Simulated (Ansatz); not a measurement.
# Direct or indirect: CsPbCl3 (Pm-3m)

```cif
data_structure
_symmetry_space_group_name_H-M 'Pm-3m'
_symmetry_Int_Tables_number 221
_cell_length_a 5.6050
_cell_length_b 5.6050
_cell_length_c 5.6050
_cell_angle_alpha 90.000
_cell_angle_beta 90.000
_cell_angle_gamma 90.000
_cell_volume 176.09
loop_
_atom_site_label
_atom_site_type_symbol
_atom_site_symmetry_multiplicity
_atom_site_Wyckoff_symbol
_atom_site_fract_x
_atom_site_fract_y
_atom_site_fract_z
_atom_site_occupancy
Pb1 Pb 1 b 0.50000 0.50000 0.50000 1
Cs1 Cs 1 a 0.00000 0.00000 0.00000 1
Cl1 Cl 3 c 0.50000 0.00000 0.50000 1
```

Method: Ansatz, PBE, independent particles, without spin-orbit coupling, line width 0.15 eV (Gaussian). The band structure gives a fundamental gap of 1.93 eV. The spectrum of vertical transitions near the edge:

```csv
E (eV),"Im ε, E ∥ xyz"
1.44,0.00
1.56,0.00
1.68,0.00
1.80,0.03
1.92,0.17
2.04,0.41
2.16,0.62
2.28,0.79
2.40,0.93
2.52,1.07
2.64,1.22
2.76,1.39
2.88,1.59
3.00,1.84
3.12,2.18
3.24,2.67
```

(1) Is the gap direct or indirect, and about where do vertical transitions set in?

## Answers

(1) Direct: the band path has its least direct gap at the fundamental one, 1.93 eV, and the curves rise from there. Lines are broadened by 0.15 eV, which spreads the edge.

[Logs are printed without paths, hosts, clocks, repeated set-up lines and the standing remarks that a program may print on its own settings, such as how far it seeks lower states.]
